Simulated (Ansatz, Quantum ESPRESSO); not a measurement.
**Ti (001), hcp: a film clamped to its substrate**

A thin film takes the in-plane lattice of its substrate and is free along the normal. How do the free axis and the stress follow the misfit? The strained cell has c along the film normal; unstrained it is a = 2.9010 Å, b = 2.9010 Å, c = 4.5887 Å, α = 90.00°, β = 90.00°, γ = 120.00°, with 2 atoms.

Calculated with Ansatz 0.2.0, PBEsol, PAW files of the set soft_1, cutoff 600 eV, Fermi–Dirac smearing 0.05 eV, k-mesh 17×17×10, no spin polarisation, no spin-orbit coupling.

Relaxed positions at 0 %:

```csv
atom,x,y,z
Ti,0.3333,0.6667,0.7500
Ti,0.6667,0.3333,0.2500
```

```csv
ε∥ (%),a (Å),c (Å),ε⊥ (%),"σ (GPa, tension positive)"
−3,2.8139,4.7134,2.718,−6.37
−1,2.8720,4.6265,0.825,−2.11
0,2.9010,4.5887,0.000,0.02
1,2.9300,4.5530,−0.778,2.05
2,2.9590,4.5163,−1.578,3.92
3,2.9880,4.4792,−2.386,5.63
```

**Question.** Fit both responses and give the free strain and the stress at −2 %, a row left out above.

Least squares with y = y0 + y1 ε + y2 ε² (ε in %) gives ε⊥ = 0.009 + (−0.8431) ε + (0.0181) ε² and σ = 0.02 + (2.012) ε + (−0.043) ε² GPa. The linear terms put the ratio of free to applied strain at −0.843 and the biaxial modulus at 201 GPa. The rows at ±1 % alone give −0.801 and 208 GPa, so higher orders enter the wide fit.

At −2 % the free strain comes out as 1.767 %. The run itself gives 1.729 %, so the estimate misses by 0.038 %; the fitted rows themselves lie up to 0.045 % off the law.

The stress comes out as −4.17 GPa. The run itself gives −4.25 GPa, so the estimate misses by 0.08 GPa; the fitted rows themselves lie up to 0.08 GPa off the law.

With c as the unique axis, zero normal stress gives ε⊥/ε∥ = −2C13/C33 for relaxed atoms, so 2C13/C33 is about 0.84, or nearer the value from ±1 %. Measured constants give 0.762 (pmc:6782078).

The negative ε² term means that the crystal stiffens in compression and softens in tension.

The same fit over all rows at other levels or in other programs gives the strain ratio = −0.839 with PBEsol (Quantum ESPRESSO, GBRV).

[Logs are printed without paths, hosts, clocks, repeated set-up lines and the standing remarks that a program may print on its own settings, such as how far it seeks lower states.]
